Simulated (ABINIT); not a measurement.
# A GW chain in ABINIT: WS2 (Tungstenite), part 3 of 3

Aim: the G0W0 gap of WS2 (Tungstenite) on PBEsol, step by step.

ABINIT 10.8.3; PBEsol and many-body steps on it, plane waves. Known limits of the many-body steps: not at the basis limit; no spin-orbit coupling; coarse k mesh.

So far. Step 3 (Bands along the symmetry lines): The gap is 0.935 eV, as in the run before at this level. Step 4 (Empty states on the mesh, 3×3×1 mesh, 429 bands): On this mesh the gap is 1.282 eV. The earlier step found 0.935 eV, so this mesh misses an edge.

### Step 5. Screening, 3×3×1 mesh, 391 bands, screening to 179.6 eV

The RPA dielectric matrix is built and inverted for each q.

This step: RPA screening on PBEsol, plane waves, norm-conserving pseudopotentials.

Input file run.abi:

```
acell 3*1.0 Angstrom
rprim 
  3.153199999992 0.000000000002 0.000000000000
  -1.576599999998 2.730751303206 0.000000000000
  0.000000000000 0.000000000000 12.323000000000
ntypat 2
znucl 74 16
natom 6
typat 1 1 2 2 2 2
xred 
  0.333333333333 0.666666666667 0.250000000000
  0.666666666667 0.333333333333 0.750000000000
  0.333333333333 0.666666666667 0.622500000000
  0.666666666667 0.333333333333 0.122500000000
  0.333333333333 0.666666666667 0.877500000000
  0.666666666667 0.333333333333 0.377500000000
pp_dirpath "pseudos"
pseudos "W.upf, S.upf"
ecut 31
ngkpt 3 3 1
nshiftk 1
shiftk 0 0 0
kptopt 1
chksymbreak 0
istwfk *1
occopt 1
irdwfk 1
optdriver 3
nband 391
ecuteps 6.6
inclvkb 2
awtr 1
symchi 1
indata_prefix "in"
outdata_prefix "out"
tmpdata_prefix "tmp"
```

Run with:

```
> OMP_NUM_THREADS=1 mpirun -n 4 abinit run.abi > log
```

Numbers of over 12 decimals in the logs are rounded to 6 here.

Log:

```text
.Version 10.8.3 of ABINIT. v10.8.2 released Aug 2026.

 Symmetries : space group P6_3/m m c (#194); Bravais hP (primitive hexag.)
[... echo of the input left out ...]
== DATASET  1 ==================================================================
-   mpi_nproc: 4, omp_nthreads: 1 (-1 if OMP is not activated)

--- !DatasetInfo
iteration_state: {dtset: 1, }
dimensions: {natom: 6, nkpt: 3, mband: 391, nsppol: 1, nspinor: 1, nspden: 1, mpw: 5917, }
cutoff_energies: {ecut:  31.0, pawecutdg:  -1.0, }
electrons: {nelect:   5.20000000E+01, charge:   0.00000000E+00, occopt:   1.00000000E+00, tsmear:   1.00000000E-02, }

 SCREENING: Calculation of the susceptibility and dielectric matrices

 Based on a program developped by R.W. Godby, V. Olevano, G. Onida, and L. Reining.
 Incorporated in ABINIT by V. Olevano, G.-M. Rignanese, and M. Torrent.
.Using double precision arithmetic ; gwpc =  8

[... cell and pseudopotentials left out ...]
--------------------------------------------------------------------------------

 ==== K-mesh for the wavefunctions ====
 Number of points in the irreducible wedge :     3
[... list of points left out ...]
 Together with 24 symmetry operations and time-reversal symmetry
 yields     9 points in the full Brillouin Zone.

 ==== Q-mesh for the screening function ====
 Number of points in the irreducible wedge :     3
[... list of points left out ...]
 Together with 24 symmetry operations and time-reversal symmetry
 yields     9 points in the full Brillouin Zone.

 setmesh: FFT mesh size selected  =    20x   20x   90
          total number of points  =        36000

 vcoul_init : cutoff-mode = AUXILIARY_FUNCTION
 q-points for optical limit:   1
     1)      0.000010    0.000020    0.000030

- screening: taking advantage of time-reversal symmetry
- Maximum band index for partially occupied states nbvw = 26
- Remaining bands to be divided among processors   nbcw = 365
- Number of bands treated by each node ~91

 Number of electrons calculated from density =   52.0000; Expected =   52.0000
 average of density, n =  0.072620
 r_s =    1.4869
 omega_plasma =   25.9946 [eV]

 calculating chi0 at frequencies [eV] :
  1    0.000000E+00    0.000000E+00
  2    0.000000E+00    2.599465E+01

--------------------------------------------------------------------------------
  q-point number  1        q = ( 0.000000, 0.000000, 0.000000) [r.l.u.]
--------------------------------------------------------------------------------
[... chi0 elements left out ...]
 For q-point:  0.000010 0.000020 0.000030
  dielectric constant =  17.6238
  dielectric constant without local fields =  19.7548

  Average fulfillment of the sum rule on Im[epsilon] for q-point    1 :     93.71  [%]
[... wings left out ...]
  q-point number  2        q = ( 0.333333, 0.000000, 0.000000) [r.l.u.]
--------------------------------------------------------------------------------
[... chi0 elements left out ...]
  Average fulfillment of the sum rule on Im[epsilon] for q-point    2 :     92.40  [%]

 [... 1 further q-points ...]
```

It took 1.9 min on 4 MPI ranks of Arm Neoverse V1, shared host; peak memory 1.5 GiB.

Numbers from this step:

- ε∞ with local fields, on this mesh, along the program's q direction: 17.62
- the same without local fields: 19.75
- plasma frequency: 25.99 eV
- plane waves in the screening matrix: 573

Local fields lower ε∞ by 11 %. On a Γ-centred mesh this coarse the value itself is usually too large, while a short band sum pulls it down.

### Step 6. Self-energy, 3×3×1 mesh, 391 bands, screening to 179.6 eV

The self-energy is evaluated for the states that the input lists, and the levels follow from it, in one-shot runs by the linearised quasiparticle equation.

This step: G0W0 on PBEsol, plane waves, norm-conserving pseudopotentials.

Edit run.abi of step 5 so:

```diff
@@ -27,8 +27,19 @@
 irdwfk 1
-optdriver 3
+optdriver 4
 nband 391
+gwcalctyp 0
+ecutsigx 31
+symsigma 1
+nkptgw 3
+kptgw 
+  0.0000000000 0.0000000000 0.0000000000
+  0.3333333333 0.0000000000 0.0000000000
+  0.3333333333 0.3333333333 0.0000000000
+bdgw 
+  13 30
+  13 30
+  13 30
 ecuteps 6.6
-inclvkb 2
-awtr 1
-symchi 1
+irdscr 1
+ppmodel 1
 indata_prefix "in"
```

Log:

```text
.Version 10.8.3 of ABINIT. v10.8.2 released Aug 2026.

 Symmetries : space group P6_3/m m c (#194); Bravais hP (primitive hexag.)
[... echo of the input left out ...]
== DATASET  1 ==================================================================
-   mpi_nproc: 4, omp_nthreads: 1 (-1 if OMP is not activated)

--- !DatasetInfo
iteration_state: {dtset: 1, }
dimensions: {natom: 6, nkpt: 3, mband: 391, nsppol: 1, nspinor: 1, nspden: 1, mpw: 5917, }
cutoff_energies: {ecut:  31.0, pawecutdg:  -1.0, }
electrons: {nelect:   5.20000000E+01, charge:   0.00000000E+00, occopt:   1.00000000E+00, tsmear:   1.00000000E-02, }

 SIGMA: Calculation of the GW corrections

 Based on a program developped by R.W. Godby, V. Olevano, G. Onida, and L. Reining.
 Incorporated in ABINIT by V. Olevano, G.-M. Rignanese, and M. Torrent.
.Using double precision arithmetic ; gwpc =  8

[... cell and pseudopotentials left out ...]
--------------------------------------------------------------------------------

 ==== K-mesh for the wavefunctions ====
 Number of points in the irreducible wedge :     3
[... list of points left out ...]
 Together with 24 symmetry operations and time-reversal symmetry
 yields     9 points in the full Brillouin Zone.

 ==== Q-mesh for screening function ====
 Number of points in the irreducible wedge :     3
[... list of points left out ...]
 Together with 24 symmetry operations and time-reversal symmetry
 yields     9 points in the full Brillouin Zone.

 vcoul_init : cutoff-mode = AUXILIARY_FUNCTION
 q-points for optical limit:   1
     1)      0.000010    0.000020    0.000030
 setmesh: FFT mesh size selected  =    25x   25x  120
          total number of points  =        75000

 Number of electrons calculated from density =   52.0000; Expected =   52.0000
 average of density, n =  0.072620
 r_s =    1.4869
 omega_plasma =   25.9946 [eV]

 === KS Band Gaps ===
  >>>> For spin  1
   Minimum direct gap =   1.8224 [eV], located at k-point      :   0.3333  0.3333  0.0000
   Fundamental gap    =   1.2821 [eV], Top of valence bands at :   0.0000  0.0000  0.0000
                                       Bottom of conduction at :   0.3333  0.3333  0.0000
 SIGMA fundamental parameters:
 PLASMON POLE MODEL  1
 number of plane-waves for SigmaX                 5885
 number of plane-waves for SigmaC and W            573
 number of plane-waves for wavefunctions          5885
 number of bands                                   391
 number of independent spin polarizations            1
 number of spinorial components                      1
 number of k-points in IBZ                           3
 number of q-points in IBZ                           3
 number of symmetry operations                      24
 number of k-points in BZ                            9
 number of q-points in BZ                            9
 number of frequencies for dSigma/dE                 9
 frequency step for dSigma/dE [eV]                0.25
 number of omega for Sigma on real axis              0
 max omega for Sigma on real axis  [eV]           0.00
 zcut for avoiding poles [eV]                     0.10

 EPSILON^-1 parameters (SCR file):
 dimension of the eps^-1 matrix on file            573
 dimension of the eps^-1 matrix used               573
 number of plane-waves for wavefunctions          5885
 number of bands                                   391
 number of q-points in IBZ                           3
 number of frequencies                               2
 number of real frequencies                          1
 number of imag frequencies                          1

 matrix elements of self-energy operator (all in [eV])

 Perturbative Calculation

--- !SelfEnergy_ee
iteration_state: {dtset: 1, }
kpoint     : [   0.000,    0.000,    0.000, ]
spin       : 1
KS_gap     :    2.304
QP_gap     :    2.792
Delta_QP_KS:    0.488
data: !SigmaeeData |
     Band     E0 <VxcDFT>   SigX SigC(E0)      Z dSigC/dE  Sig(E)    E-E0       E
       13   1.783 -12.396 -17.503   4.218   0.795  -0.258 -13.102  -0.707   1.076
       14   2.858 -13.292 -17.738   3.732   0.759  -0.317 -13.834  -0.542   2.315
       15   5.583 -12.133 -15.978   2.794   0.774  -0.293 -12.946  -0.813   4.771
       16   5.984 -15.099 -17.970   2.423   0.769  -0.300 -15.444  -0.345   5.639
       17   5.984 -15.099 -17.970   2.423   0.769  -0.300 -15.444  -0.345   5.639
       18   5.998 -15.117 -17.964   2.407   0.769  -0.300 -15.455  -0.338   5.659
       19   5.998 -15.117 -17.964   2.407   0.769  -0.300 -15.455  -0.338   5.659
       20   7.229 -15.401 -17.739   1.814   0.779  -0.284 -15.809  -0.408   6.821
       21   7.229 -15.401 -17.739   1.814   0.779  -0.284 -15.809  -0.408   6.821
       22   7.282 -15.482 -17.773   1.785   0.779  -0.284 -15.877  -0.395   6.887
[...]
--- !SelfEnergy_ee
iteration_state: {dtset: 1, }
kpoint     : [   0.333,    0.000,    0.000, ]
spin       : 1
KS_gap     :    3.392
QP_gap     :    3.956
Delta_QP_KS:    0.564
data: !SigmaeeData |
     Band     E0 <VxcDFT>   SigX SigC(E0)      Z dSigC/dE  Sig(E)    E-E0       E
[...]
--- !SelfEnergy_ee
iteration_state: {dtset: 1, }
kpoint     : [   0.333,    0.333,    0.000, ]
spin       : 1
KS_gap     :    1.822
QP_gap     :    2.508
Delta_QP_KS:    0.686
data: !SigmaeeData |
     Band     E0 <VxcDFT>   SigX SigC(E0)      Z dSigC/dE  Sig(E)    E-E0       E
[...]
26   8.925 -15.438 -16.630   0.932   0.782  -0.279 -15.641  -0.203   8.721
       27  10.747 -16.355 -11.215  -4.523   0.782  -0.279 -15.872   0.483  11.230
       28  10.747 -16.355 -11.215  -4.523   0.782  -0.279 -15.872   0.483  11.230
       29  11.442 -13.480  -8.675  -4.422   0.797  -0.255 -13.175   0.305  11.747
       30  12.718 -15.218  -9.778  -4.897   0.783  -0.277 -14.793   0.425  13.143

 New Fermi energy :        3.763338E-01 Ha ,    1.024056E+01 eV

 === QP Band Gaps ===
  >>>> For spin  1
   Minimum direct gap =   2.5083 [eV], located at k-point      :   0.3333  0.3333  0.0000
   Fundamental gap    =   1.9784 [eV], Top of valence bands at :   0.0000  0.0000  0.0000
                                       Bottom of conduction at :   0.3333  0.3333  0.0000

== END DATASET(S) ==============================================================
================================================================================

 -outvars: echo values of variables after computation  --------
           etotal      0.0000000000E+00
            nband         391
             nkpt           3
          spgroup         194
 [... the other variables as echoed above ...]

 Calculation completed.
```

The job ended after 6.2 min (4 MPI ranks; peak memory 1.5 GiB; 25 min of CPU time).

This step gave:

| Property | Result |
| --- | --- |
| G0W0 gap on the points computed | 1.979 eV |
| starting gap on the mesh | 1.282 eV |
| k of the valence top | 0, 0, 0 |
| k of the conduction bottom | 0.3333, 0.3333, 0 |
| Z at the valence top | 0.78 |
| Z at the conduction bottom | 0.782 |
| least direct G0W0 gap on the computed points | 2.509 eV |

The gap on the mesh goes from 1.28 eV to 1.98 eV, a correction of +0.70 eV. The start differs from the 0.93 eV found before because the two sample other k points.

Limits: finite bands, cutoff and mesh; no spin-orbit coupling; coarse k mesh. v1 is the top filled band, c1 the lowest empty one. Levels before and after the correction, in eV, zero at the valence-band top of each column:

|  | conduction bottom | valence top |
| --- | --- | --- |
| Kohn-Sham | 1.28 | 0.00 |
| G0W0 | 1.98 | 0.00 |

|  | level | energy (eV) |
| --- | --- | --- |
| Kohn-Sham | Γ v3 | -1.489 |
| Kohn-Sham | Γ v2 | -1.259 |
| Kohn-Sham | Γ v1 | 0.000 |
| Kohn-Sham | Γ c1-c2 | 2.304 |
| Kohn-Sham | Γ c3 | 2.314 |
| Kohn-Sham | (0.333 0.333 0) v3 | -2.917 |
| Kohn-Sham | (0.333 0.333 0) v2 | -0.758 |
| Kohn-Sham | (0.333 0.333 0) v1 | -0.540 |
| Kohn-Sham | (0.333 0.333 0) c1-c2 | 1.282 |
| Kohn-Sham | (0.333 0.333 0) c3 | 1.977 |
| G0W0 | Γ v3 | -2.015 |
| G0W0 | Γ v2 | -1.265 |
| G0W0 | Γ v1 | 0.000 |
| G0W0 | Γ c1-c2 | 2.792 |
| G0W0 | Γ c3 | 2.789 |
| G0W0 | (0.333 0.333 0) v3 | -3.363 |
| G0W0 | (0.333 0.333 0) v2 | -0.759 |
| G0W0 | (0.333 0.333 0) v1 | -0.530 |
| G0W0 | (0.333 0.333 0) c1-c2 | 1.979 |
| G0W0 | (0.333 0.333 0) c3 | 2.496 |

### Step 7. Where the time went

Times are wall times on the hardware named with each run. The host was busy with other work, so they are no guide to cost.

| step | time | share | memory (GiB) |
| --- | --- | --- | --- |
| ground state | 47 s | 5 % | 0.37 |
| bands along the symmetry lines | 89 s | 10 % | 0.53 |
| empty states on the mesh | 4.4 min | 30 % | 0.38 |
| screening | 1.9 min | 13 % | 1.5 |
| self-energy | 6.2 min | 42 % | 1.5 |

### Step 8. Results

```json
{
 "PBEsol gap": "0.93 eV, indirect",
 "G0W0 gap on the mesh": "1.98 eV",
 "G0W0 gap over the zone (rigid shift)": "1.63 eV",
 "GW settings": "3×3×1 mesh, 391 bands, screening to 179.6 eV, Godby-Needs plasmon pole",
 "known limits": "not at the basis limit; no spin-orbit coupling; coarse k mesh"
}
```

G0W0 moves the gap on the mesh from 1.28 eV to 1.98 eV (+0.70 eV), with Z of 0.78 and 0.78 at the edges. The mesh misses the band edges by 0.35 eV in all; a rigid shift gives 1.63 eV for the zone. Local fields lower the RPA ε∞ on this mesh from 19.75 to 17.62; a Γ-centred mesh this coarse tends to raise both, most where the direct gap is narrow, while a short band sum lowers them. Bands and cutoff are finite, so the gap is not at the basis limit. The miss can reach some tenths of an eV and take either sign; the mesh is an error of its own. A denser mesh or path gives a starting gap of 0.93 eV: the GW mesh misses a band edge, so its gaps are not the fundamental one. The 3×3×1 mesh is coarse for this cell, which bears on the long-range parts of exchange and screening. The many-body steps are scalar-relativistic: spin-orbit coupling is not in them.

[Paths, hosts, dates, memory and timing lines, banners, echoed tables and standing remarks are left out of the program output.]

[Logs are printed without paths, hosts, clocks, repeated set-up lines and the standing remarks that a program may print on its own settings, such as how far it seeks lower states.]

[Runs of the session that timed out or met a known fault of the program may be left out.]

[Hosts, paths, dates, database ids (printed as entryN), source tags and the programs' standing remarks are cut or masked in the printed files.]

[G0W0 gaps are taken among the corrected bands and points alone; a level outside them can change the order at an edge.]

[Where Ansatz stands beside ABINIT at settings called matched, ABINIT's density can come from a denser mesh and the files from another edition; pairs whose starting gaps differed by over 0.03 eV were left out, so agreement reads better than it is.]
